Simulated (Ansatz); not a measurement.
**(PbS)2(CaSe)2 [001] superlattice, started as rocksalt type: phonons and vibrational spectra**

The cell of (PbS)2(CaSe)2 [001] superlattice, started as rocksalt type is at rest. What are its phonons?

Method: DFT LDA, scalar-relativistic, plane waves, PAW, in Ansatz 0.2.0.

The structure was built from a prototype and need not be the compound's stable phase.

In doubt: the program warns that the response may not be converged on this k-mesh (step 2), which bears on the force constants and all frequencies.

**1. Starting point**

Symmetry: P4/nmm, No. 129, tetragonal system. The conventional cell has a = 4.116 Å, b = 4.116 Å, c = 11.676 Å, α = 90.00°, β = 90.00°, γ = 90.00°. Ca has 1 S at 2.78 Å and 5 Se at 2.91 to 2.93 Å nearest. Pb has 5 S at 2.91 to 3.01 Å and 1 Se at 2.96 Å nearest. S has 1 Ca at 2.78 Å and 5 Pb at 2.91 to 3.01 Å nearest. Nearest to Se lie 5 Ca at 2.91 to 2.93 Å and 1 Pb at 2.96 Å. Farther neighbours and most contacts between anions are not listed.

Structure file:

```cif
data_structure
_symmetry_space_group_name_H-M 'P 1'
_symmetry_Int_Tables_number 1
_cell_length_a 4.1156
_cell_length_b 4.1156
_cell_length_c 11.6761
_cell_angle_alpha 90.000
_cell_angle_beta 90.000
_cell_angle_gamma 90.000
_cell_volume 197.77
loop_
_atom_site_label
_atom_site_type_symbol
_atom_site_fract_x
_atom_site_fract_y
_atom_site_fract_z
_atom_site_occupancy
Ca1 Ca 0.00000 0.00000 0.49616 1
Ca2 Ca 0.50000 0.50000 0.75384 1
Pb3 Pb 0.00000 0.00000 0.00045 1
Pb4 Pb 0.50000 0.50000 0.24955 1
S5 S 0.50000 0.50000 0.99166 1
S6 S 0.00000 0.00000 0.25834 1
Se7 Se 0.50000 0.50000 0.50332 1
Se8 Se 0.00000 0.00000 0.74668 1
```

**2. Zone-centre response**

The cell comes from relaxations at this level that are not shown. The zone centre is the only wavevector solved here; it holds the modes that light can see, as far as symmetry allows. The response to a homogeneous field gives the Born charges and the dielectric tensor, and its change with displacement the Raman tensors.

Contents of input.yaml:

```yaml
crystal:
  lattice:
    - [2.9101361461, 2.9101361461, 0.0]
    - [-2.9101361461, 2.9101361461, 0.0]
    - [0.0, 0.0, 11.6761359363]
  atoms:
    - { symbol: Ca, position: [0.0, 0.0, 0.4961601312] }
    - { symbol: Ca, position: [0.5, 0.5, 0.7538398688] }
    - { symbol: Pb, position: [0.0, 0.0, 0.0004531496] }
    - { symbol: Pb, position: [0.5, 0.5, 0.2495468504] }
    - { symbol: S, position: [0.5, 0.5, -0.0083410401] }
    - { symbol: S, position: [0.0, 0.0, 0.2583410401] }
    - { symbol: Se, position: [0.5, 0.5, 0.5033217226] }
    - { symbol: Se, position: [0.0, 0.0, 0.7466782774] }
kpoints:
  mp_grid: { grid: [8, 8, 2] }
hamiltonian:
  xc: lda
scf:
  occupations: { method: fixed }
output:
  eigenvalues: true
phonons:
  method: dfpt
  dielectric: true
  rigid_motions: translations
  raman: true
```

The run is started by

```
ansatz run input.yaml --threads 8 --pin off --max-ram 14336MiB --backend cpu --events-out ev --progress --plain --runs-dir out
```

Numbers of over 12 decimals in the logs are rounded to 6 here.

What it wrote:

```text
Engine: ansatz 0.2.0, aarch64-unknown-linux-gnu
Pseudopotentials: kind: paw
Pseudopotential: Ca, paw, valence charge 10, recommended cutoff 420 eV (normal), Ca.paw.azcp
Pseudopotential: Pb, paw, valence charge 14, recommended cutoff 420 eV (normal), Pb.paw.azcp
Pseudopotential: S, paw, valence charge 6, recommended cutoff 420 eV (normal), S.paw.azcp
Pseudopotential: Se, paw, valence charge 16, recommended cutoff 420 eV (normal), Se.paw.azcp
Functional definition: SPW92
  exchange = slater_x
  correlation = pw_c
Crystal: 8 atoms, lattice volume = 197.768 Å³
Basis set: ecut = 420 eV, 3887 PW (Γ), exchange–correlation on 60×60×160 points (8 copies of the dense FFT grid, shifted against one another)
Bands: 56, of which v1, the nominal top of the filled ones, is band 46 counted from 1 (45 counted from 0)
Symmetry: 16 space group operations
k-points: 42 of 128 (irreducible under 2 space group operations, time reversal used)
Non-local potential: Ca, projectors of the file, l = 0: 3, l = 1: 2, l = 2: 2
Non-local potential: Pb, projectors of the file, l = 0: 2, l = 1: 2, l = 2: 2, l = 3: 2
Non-local potential: S, projectors of the file, l = 0: 2, l = 1: 2, l = 2: 2
Non-local potential: Se, projectors of the file, l = 0: 2, l = 1: 2, l = 2: 3, l = 3: 1
PAW form: soft (Blöchl's): semilocal exchange-correlation on the pseudo side does not see the compensation charge
PAW frozen core: Ca, regenerated for the run's functional, and the local potential with it (the file was generated under x = pbe(κ = 0.804, μ = 0.219515), c = pbe(β = 0.066725))
PAW frozen core: Pb, regenerated for the run's functional, and the local potential with it (the file was generated under x = pbe(κ = 0.804, μ = 0.219515), c = pbe(β = 0.066725))
PAW frozen core: S, regenerated for the run's functional, and the local potential with it (the file was generated under x = pbe(κ = 0.804, μ = 0.219515), c = pbe(β = 0.066725))
PAW frozen core: Se, regenerated for the run's functional, and the local potential with it (the file was generated under x = pbe(κ = 0.804, μ = 0.219515), c = pbe(β = 0.066725))
PAW one-centre angular grid: Ca, 110 points (default); XC on 64 Gauss nodes
PAW one-centre angular grid: Pb, 590 points (default); XC on 64 Gauss nodes
PAW one-centre angular grid: S, 110 points (default); XC on 64 Gauss nodes
PAW one-centre angular grid: Se, 590 points (default); XC on 64 Gauss nodes
Initial density: superposition of atomic densities (neutral atoms: chi_scale 0, normalization atom), corrected by the library's trained network
Initial wavefunctions: pseudopotential atomic-orbital guess
Functional: x = slater, c = lda
SCF iter   1: F=—  HF=-39266.130944 eV  |F-HF|=—  |Δ(HF+E_count)|=         —  Δρ=5.41e-3  dr2=6.17e-2  ethr=1.77e-3  ⟨swp⟩=5.4  Hψ=8633  notcnv=0  defer=286
preconditioner: auto → Resta (q_TF=auto, 2.402 Å⁻¹)  ε∞=3.2  [insulator: Δε(μ)=1.096 eV  Ē_g=14.817 eV  n_scr=48 (ndim 8)  ℏωp=21.8 eV  f_vac=0.002  ε∞_Penn≈3.2]
SCF iter   2: F=—  HF=-39266.115977 eV  |F-HF|=—  |Δ(HF+E_count)|=   1.50e-2  Δρ=2.65e-3  dr2=9.20e-3  ethr=6.71e-5  ⟨swp⟩=2.3  Hψ=3237  notcnv=0  defer=334
SCF iter   3: F=—  HF=-39266.113751 eV  |F-HF|=—  |Δ(HF+E_count)|=   2.23e-3  Δρ=7.58e-4  dr2=1.14e-3  ethr=1.00e-5  ⟨swp⟩=2.7  Hψ=2974  notcnv=0  defer=336
SCF iter   4: F=—  HF=-39266.113576 eV  |F-HF|=—  |Δ(HF+E_count)|=   1.75e-4  Δρ=1.88e-4  dr2=9.80e-5  ethr=1.24e-6  ⟨swp⟩=2.0  Hψ=2688  notcnv=0  defer=334
SCF iter   5: F=—  HF=-39266.113571 eV  |F-HF|=—  |Δ(HF+E_count)|=   5.47e-6  Δρ=5.33e-5  dr2=7.28e-6  ethr=1.07e-7  ⟨swp⟩=2.0  Hψ=2736  notcnv=0  defer=311
SCF iter   6: F=—  HF=-39266.113569 eV  |F-HF|=—  |Δ(HF+E_count)|=   1.76e-6  Δρ=1.38e-5  dr2=3.00e-7  ethr=7.91e-9  ⟨swp⟩=2.1  Hψ=3133  notcnv=0  defer=272
SCF iter   7: F=—  HF=-39266.113569 eV  |F-HF|=—  |Δ(HF+E_count)|=   8.47e-8  Δρ=3.91e-6  dr2=3.64e-8  ethr=3.26e-10  ⟨swp⟩=2.0  Hψ=4098  notcnv=0  defer=271
[...]
site 1:
         2.22324    0.00000    0.00000
         0.00000    2.22324   -0.00000
[...]
site 2:
[...]
site 3:
[...]
site 4:
[...]
site 5:
[...]
site 6:
[...]
0.00000   -2.24397    0.00000
        -0.00000    0.00000   -3.26089
    site 7:
        -2.24397    0.00000   -0.00000
         0.00000   -2.24397    0.00000
        -0.00000    0.00000   -3.26089
  Z* charge neutrality: 2.055e-2 e pre-enforcement
  solved inside a basis spanned on kpoints, on 10×10×6 k-points transformed towards the longest dipole: ε∞ is read to err by 5.3e-2, Z* by 2.2e-2 e (field_mesh: kpoints solves on kpoints); Z* is corrected for what the basis lacks
  Raman tensors (in the event stream and the table raman_tensors.tsv): an entry may err by 3.9e0 Å², one of the second-order susceptibility by 1.3e-16 pm/V (basis, points and sum rule); their sum over the sites missed zero by 7.994e-15 Å² ahead of its enforcement
  optical modes at Γ without the LO–TO term, one row a degenerate level:
      ω (cm⁻¹)  modes    IR ((D/Å)²/amu)  static Raman (Å⁴/amu)  depolarisation
         37.24      2             0.0000                 8.3109           0.750
         44.25      2             3.2793                 0.0000               —
         63.90      2             0.0000                67.2193           0.750
         69.60      1             0.0000                32.2307           0.462
         98.11      1             7.3996                 0.0000               —
        107.70      2             0.0000               191.1308           0.750
        108.56      2            61.3738                 0.0000               —
        136.14      1             0.0000               666.0720           0.008
        161.12      1             0.0000                31.2042           0.000
        187.03      2            20.7494                 0.0000               —
        190.19      2             0.0000                20.6601           0.750
        194.24      1             5.9200                 0.0000               —
        210.04      1            14.1548                 0.0000               —
        229.68      1             0.0000              2418.5738           0.110
  optical modes at Γ + LO–TO along q̂ = [1.0000, 0.0000, 0.0000]:
      ω (cm⁻¹)  modes    IR ((D/Å)²/amu)  static Raman (Å⁴/amu)  depolarisation
         37.24      2             0.0000                 8.3109           0.750
         44.25      1             1.6397                 0.0000               —
         48.06      1             0.0906                 0.0000               —
         63.90      2             0.0000                67.2193           0.750
         69.60      1             0.0000                32.2307           0.462
         98.11      1             7.3996                 0.0000               —
        107.70      2             0.0000               191.1308           0.750
        108.56      1            30.6869                 0.0000               —
        136.14      1             0.0000               666.0720           0.008
        160.81      1             4.3727                 0.0000               —
        161.12      1             0.0000                31.2042           0.000
        187.03      1            10.3747                 0.0000               —
[...]
194.24      1             5.9200                 0.0000               —
        210.04      1            14.1548                 0.0000               —
[...]
optical modes at Γ + LO–TO along q̂ = [0.0000, 1.0000, 0.0000]:
      ω (cm⁻¹)  modes    IR ((D/Å)²/amu)  static Raman (Å⁴/amu)  depolarisation
[...]
optical modes at Γ + LO–TO along q̂ = [0.0000, 0.0000, 1.0000]:
      ω (cm⁻¹)  modes    IR ((D/Å)²/amu)  static Raman (Å⁴/amu)  depolarisation
[...]
107.70      2             0.0000               191.1308           0.750
        108.56      2            61.3738                 0.0000               —
        120.40      1             1.8244                 0.0000               —
        136.14      1             0.0000               666.0720           0.008
        161.12      1             0.0000                31.2042           0.000
        187.03      2            20.7494                 0.0000               —
        190.19      2             0.0000                20.6601           0.750
        198.49      1             0.2240                 0.0000               —
        229.68      1             0.0000              2418.5738           0.110
        269.27      1            25.4260                 0.0000               —
[key lines of the parts left out:]
SCF converged after 10 iterations
Free energy (F): -39266.113569 eV
Fermi energy:    8.191516 eV
```

Run time: 11 min. Hardware: 8 threads of Arm Neoverse V1, shared host; peak memory 3.3 GiB.

In the SCF lines HF is the Harris–Foulkes energy and dr2 the Hartree energy of the density residual, in eV; the loop may stop once dr2 is under the threshold and the program's other checks hold. Hψ counts applications of the Hamiltonian.

Numbers from this step:

- gap on the k-mesh: 1.144 eV
- volume per atom: 24.72 Å³
- sum-rule residual before enforcement: 7.00e-5 eV/Å²
- miss of the charge sum rule: 0.02055 e
- estimated error of the dielectric tensor: 0.05317
- estimated error of the Born charges: 0.02209 e
- point group: 4/mmm
- highest optical mode at the zone centre (no LO-TO term): 229.7 cm⁻¹
- lowest optical zone-centre mode: 37.24 cm⁻¹
- mean high-frequency dielectric constant: 10.82
- largest Born charge (third of the trace): 4.191 e
- mean static dielectric constant: 42.17
- top of the zone-centre spectrum with the field: 269.3 cm⁻¹

Without the LO-TO term. Patterns of degenerate modes are one choice out of their space. Modes at Γ, with each element's share of the kinetic energy:

```tsv
mode	frequency (cm⁻¹)	symmetry	Ca %	Pb %	S %	Se %
1	0.0	acoustic	11	58	9	22
2	0.0	acoustic	11	58	9	22
3	0.0	acoustic	11	58	9	22
4	37.2	Eg	2	88	8	3
5	37.2	Eg	2	88	8	3
6	44.2	Eu	20	36	0	43
7	44.2	Eu	20	36	0	43
8	63.9	Eg	28	7	3	62
9	63.9	Eg	28	7	3	62
10	69.6	A1g	1	93	0	6
11	98.1	A2u	6	39	3	52
12	107.7	Eg	1	5	89	5
13	107.7	Eg	1	5	89	5
14	108.6	Eu	0	6	91	3
15	108.6	Eu	0	6	91	3
16	136.1	A1g	20	3	35	42
17	161.1	A1g	35	2	13	49
18	187.0	Eu	68	0	0	32
19	187.0	Eu	68	0	0	32
20	190.2	Eg	70	0	0	30
21	190.2	Eg	70	0	0	30
22	194.2	A2u	69	3	5	23
23	210.0	A2u	14	1	83	3
24	229.7	A1g	44	2	52	3
```

Displacements in mode 5 (37.2 cm⁻¹), the largest set to 1:
```
Ca1  0.30  0.00  0.00
Ca2 -0.30  0.00  0.00
Pb3 -1.00  0.01  0.00
Pb4  1.00 -0.01  0.00
S5  -0.76  0.01  0.00
S6   0.76 -0.01  0.00
Se7  0.30  0.00  0.00
Se8 -0.30  0.00  0.00
```

Displacements in mode 19 (187.0 cm⁻¹), the largest set to 1:
```
Ca1  1.00  0.08  0.00
Ca2  1.00  0.08  0.00
Pb3  0.00  0.00  0.00
Pb4  0.00  0.00  0.00
S5  -0.07 -0.01  0.00
S6  -0.07 -0.01  0.00
Se7 -0.49 -0.04  0.00
Se8 -0.49 -0.04  0.00
```

Optical modes at the zone centre, without and with the macroscopic field of the longitudinal modes; each column is sorted by frequency, so a row need not hold one and the same mode. Modes with and without the field, by row:

```tsv
rank among optical modes	no field (cm⁻¹)	q along (1, 0, 0) (cm⁻¹)	q along (0, 0, 1) (cm⁻¹)
1	37.2	37.2	37.2
2	37.2	37.2	37.2
3	44.2	44.2	44.2
4	44.2	48.1	44.2
5	63.9	63.9	63.9
6	63.9	63.9	63.9
7	69.6	69.6	69.6
8	98.1	98.1	107.7
9	107.7	107.7	107.7
10	107.7	107.7	108.6
11	108.6	108.6	108.6
12	108.6	136.1	120.4
13	136.1	160.8	136.1
14	161.1	161.1	161.1
15	187	187	187
16	187	190.2	187
17	190.2	190.2	190.2
18	190.2	194.2	190.2
19	194.2	210	198.5
20	210	229.7	229.7
21	229.7	242.8	269.3
```

Born charge (rows field, columns displacement) (e), principal values of the symmetric part by kind of site:

```tsv
atom	atoms with these values	low	middle	high	mean
Ca1	2	2.22	2.22	2.55	2.33
Pb3	2	3.48	4.55	4.55	4.19
S5	2	-4.52	-4.52	-2.77	-3.94
Se7	2	-3.26	-2.24	-2.24	-2.58
```

In full for Pb3:

```
4.55 0.00 0.00
0.00 4.55 0.00
0.00 0.00 3.48
```

High-frequency dielectric tensor:

```
11.99  0.00  0.00
 0.00 11.99  0.00
 0.00  0.00  8.48
```

Static dielectric tensor (ions relaxed, fixed cell):

```
52.30  0.00  0.00
 0.00 52.30  0.00
 0.00  0.00 21.92
```

Transverse modes. Infrared lines, with heights relative to the strongest:

```tsv
position (cm⁻¹)	relative intensity
37	0.0
44	5.3
64	0.0
70	0.0
98	12
108	0.0
109	100
136	0.0
161	0.0
187	34
190	0.0
194	10
210	23
230	0.0
```

Activity x (w_L - w)^4 (n + 1)/w, 532 nm, 300 K; the tensors are static ones, while 532 nm light lies above the computed direct gap, where resonance would change the heights; modes without the macroscopic field alone. Lines of the Raman spectrum (strongest = 100):

```tsv
position (cm⁻¹)	relative intensity
37	9.0
44	0.0
64	26
70	11
98	0.0
108	29
109	0.0
136	66
161	2.3
187	0.0
190	1.2
194	0.0
210	0.0
230	100
```

Before it was imposed, the acoustic sum rule was missed by 7.0e-5 eV/Å² and the charge sum rule by 0.021 e. Small misses are needed for a sound result but don't prove that mesh and cutoff are converged. The lowest optical mode is real, 37.2 cm⁻¹.

The log warns of the k mesh: “the force constants stand on the 8×8×2 k-mesh, whose period is 9.71 times the interband length at k = (0.0000, 0.0000, -0.5000), direct gap 1.986 eV, under 14: take them and everything formed from them as unconverged”.

**3. Another isotope, element Ca, natural mass 40.078 amu**

An isotope changes the mass and not the force constants, so no new electronic calculation is needed; the shifts show which modes move this element.

The same force constants with the mass of Ca changed from 40.078 to 47.953 u (phonopy, no LO-TO term). Both lists are sorted by frequency; levels can cross, so a row need not hold one and the same mode. Modes under 3 cm⁻¹ are left out. Isotope shifts, by row:

```tsv
q	rank	natural mass (cm⁻¹)	changed mass (cm⁻¹)
0 0 0	4	37.24	37.19
0 0 0	5	37.24	37.19
0 0 0	6	44.25	43.4
0 0 0	7	44.25	43.4
0 0 0	8	63.9	62.19
0 0 0	9	63.9	62.19
0 0 0	10	69.6	69.57
0 0 0	11	98.11	97.51
0 0 0	12	107.7	107.6
0 0 0	13	107.7	107.6
0 0 0	14	108.6	108.5
0 0 0	15	108.6	108.5
0 0 0	16	136.1	132.9
0 0 0	17	161.1	156.2
0 0 0	18	187	176.3
0 0 0	19	187	176.3
0 0 0	20	190.2	179.1
0 0 0	21	190.2	179.1
0 0 0	22	194.2	181.8
0 0 0	23	210	208.7
0 0 0	24	229.7	221.9
```

A mode of this element alone would shift by -8.58 %. The highest zone-centre frequency without the field goes from 229.7 to 221.9 cm⁻¹ (-3.4 %). The product of the frequency ratios over all optical modes at Γ is 0.603; the product rule, (m/m′)^(3k/2) (M′/M)^(3/2) with k = 2 such atoms and M the mass of the cell, gives 0.603.

**4. Isotope substitution, element Pb, natural mass 207.2 amu**

The same for Pb, from 207.20 to 203.97 u.

The same force constants with the mass of Pb changed from 207.200 to 203.973 u (phonopy, no LO-TO term). Both lists are sorted by frequency; levels can cross, so a row need not hold one and the same mode. Modes under 3 cm⁻¹ are left out. Isotope shifts, by row:

```tsv
q	rank	natural mass (cm⁻¹)	changed mass (cm⁻¹)
0 0 0	4	37.24	37.5
0 0 0	5	37.24	37.5
0 0 0	6	44.25	44.38
0 0 0	7	44.25	44.38
0 0 0	8	63.9	63.94
0 0 0	9	63.9	63.94
0 0 0	10	69.6	70.11
0 0 0	11	98.11	98.41
0 0 0	12	107.7	107.7
0 0 0	13	107.7	107.7
0 0 0	14	108.6	108.6
0 0 0	15	108.6	108.6
0 0 0	16	136.1	136.2
0 0 0	17	161.1	161.2
0 0 0	18	187	187
0 0 0	19	187	187
0 0 0	20	190.2	190.2
0 0 0	21	190.2	190.2
0 0 0	22	194.2	194.3
0 0 0	23	210	210.1
0 0 0	24	229.7	229.7
```

A mode of this element alone would shift by +0.79 %. The highest zone-centre frequency without the field goes from 229.7 to 229.7 cm⁻¹ (+0.0 %). The product of the frequency ratios over all optical modes at Γ is 1.034; the product rule, (m/m′)^(3k/2) (M′/M)^(3/2) with k = 2 such atoms and M the mass of the cell, gives 1.034.

**5. Isotope substitution, element S, natural mass 32.06 amu**

The same for S, from 32.06 to 33.97 u.

The same force constants with the mass of S changed from 32.060 to 33.968 u (phonopy, no LO-TO term). Both lists are sorted by frequency; levels can cross, so a row need not hold one and the same mode. Modes under 3 cm⁻¹ are left out. Isotope shifts, by row:

```tsv
q	rank	natural mass (cm⁻¹)	changed mass (cm⁻¹)
0 0 0	4	37.24	37.16
0 0 0	5	37.24	37.16
0 0 0	6	44.25	44.25
0 0 0	7	44.25	44.25
0 0 0	8	63.9	63.85
0 0 0	9	63.9	63.85
0 0 0	10	69.6	69.6
0 0 0	11	98.11	98.02
0 0 0	12	107.7	105
0 0 0	13	107.7	105
0 0 0	14	108.6	105.8
0 0 0	15	108.6	105.8
0 0 0	16	136.1	134.7
0 0 0	17	161.1	160.5
0 0 0	18	187	187
0 0 0	19	187	187
0 0 0	20	190.2	190.2
0 0 0	21	190.2	190.2
0 0 0	22	194.2	193.8
0 0 0	23	210	205.2
0 0 0	24	229.7	226.4
```

A mode of this element alone would shift by -2.85 %. The highest zone-centre frequency without the field goes from 229.7 to 226.4 cm⁻¹ (-1.4 %). The product of the frequency ratios over all optical modes at Γ is 0.848; the product rule, (m/m′)^(3k/2) (M′/M)^(3/2) with k = 2 such atoms and M the mass of the cell, gives 0.848.

**6. Another isotope, element Se, natural mass 78.971 amu**

The same for Se, from 78.97 to 81.92 u.

A mode of this element alone would shift by -1.81 %. The highest zone-centre frequency without the field goes from 229.7 to 229.6 cm⁻¹ (-0.0 %). The product of the frequency ratios over all optical modes at Γ is 0.907; the product rule, (m/m′)^(3k/2) (M′/M)^(3/2) with k = 2 such atoms and M the mass of the cell, gives 0.907.

**7. Outcome**

| Item | Value |
| --- | --- |
| space group (within 0.01 Å) | P4/nmm |
| volume per atom | 24.7 Å³ |
| gap on the k-mesh | 1.14 eV |
| highest optical mode at the zone centre (no LO-TO term) | 230 cm⁻¹ |
| top of the zone-centre spectrum with the field | 269 cm⁻¹ |
| lowest optical zone-centre mode | 37.2 cm⁻¹ |
| mean high-frequency dielectric constant | 10.8 |
| mean static dielectric constant | 42.2 |
| largest Born charge (third of the trace) | 4.19 e |
| imaginary modes at Γ (the only wavevector solved) | none |

The structure is stable against zone-centre distortions, since no mode there is imaginary; runs at other wavevectors are not part of this account. Without the field, the optical modes at Γ span 37 to 230 cm⁻¹. The dispersion is not part of this account. With the macroscopic field of the longitudinal modes the top of the zone-centre spectrum lies at 269 cm⁻¹, against 230 cm⁻¹ without it. Lattice motion raises the mean dielectric constant from 10.82 to 42.17. The strongest infrared line is at 109 cm⁻¹. Averaged over orientations, the strongest Raman line at 532 nm and 300 K is at 230 cm⁻¹. The tensors are the static, non-resonant ones, while 532 nm light (2.33 eV) lies above the computed gap. With the field response the log warns that the k mesh is coarse for the force constants too, so the frequencies may not be converged. Spin-orbit coupling is left out, which can matter for the heavy elements here. The starting cell was built on a prototype and not taken from a measurement, so the phase need not exist. These are harmonic frequencies at zero temperature: anharmonic shifts, linewidths and thermal expansion are left out.

[Logs are printed without paths, hosts, clocks, repeated set-up lines and the standing remarks that a program may print on its own settings, such as how far it seeks lower states.]

[Hosts, paths, dates, database ids (printed as entryN), source tags and the programs' standing remarks are cut or masked in the printed files.]
